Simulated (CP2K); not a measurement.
Consider propiolic acid at its PBE geometry (Å).

```xyz
7

C     1.8594    0.1388    0.5195
C     0.7160    0.0559    0.1274
C    -0.6087   -0.0321   -0.4398
O    -1.5690   -0.1692    0.5259
O    -0.8482    0.0102   -1.6368
H     2.8698    0.2140    0.8649
H    -2.4194   -0.2176    0.0390
```

Method: CP2K XAS_TDP, all-electron GAPW, PBEh(45%), aug-cc-pVDZ, TDA, no relativity.

Q: Where do the O K-edge lines lie, and how strong are they?

Leading lines: O4 530.07 eV and O5 526.91 eV. The leading line of an atom is its first one with 35 % of the strongest within 2.5 eV of its lowest line over the strength cut. 

The first six lines of each atom with a strength over 0.0015:

```csv
atom,energy (eV),states,"strength, one atom"
O4 (bonded to C and H),530.07,1,0.0142
,531.60,1,0.0207
,533.19,1,0.0142
,533.87,1,0.0027
,534.43,1,0.0067
,534.58,1,0.0052
O5 (bonded to C),526.91,1,0.0376
,531.36,1,0.0080
,531.84,1,0.0023
,533.26,1,0.0027
,533.51,1,0.0023
,534.12,1,0.0043
```

Lines are vertical, at one geometry, with no vibrational structure. Without a correction of the core level, line positions, and the gaps between valence and Rydberg lines, follow the share of exact exchange. At this level such K lines come out 3 to 6 eV under measured ones. These values hold no scalar relativity, about 0.4 eV for O 1s. Rydberg lines, and the discretised continuum above threshold, depend on the basis and the box.

[Banner, clock and machine lines of the logs are left out without a mark of their own.]

[Logs are printed without paths, hosts, clocks, repeated set-up lines and the standing remarks that a program may print on its own settings, such as how far it seeks lower states.]

[Hosts, paths, dates, database ids (printed as entryN), source tags and the programs' standing remarks are cut or masked in the printed files.]
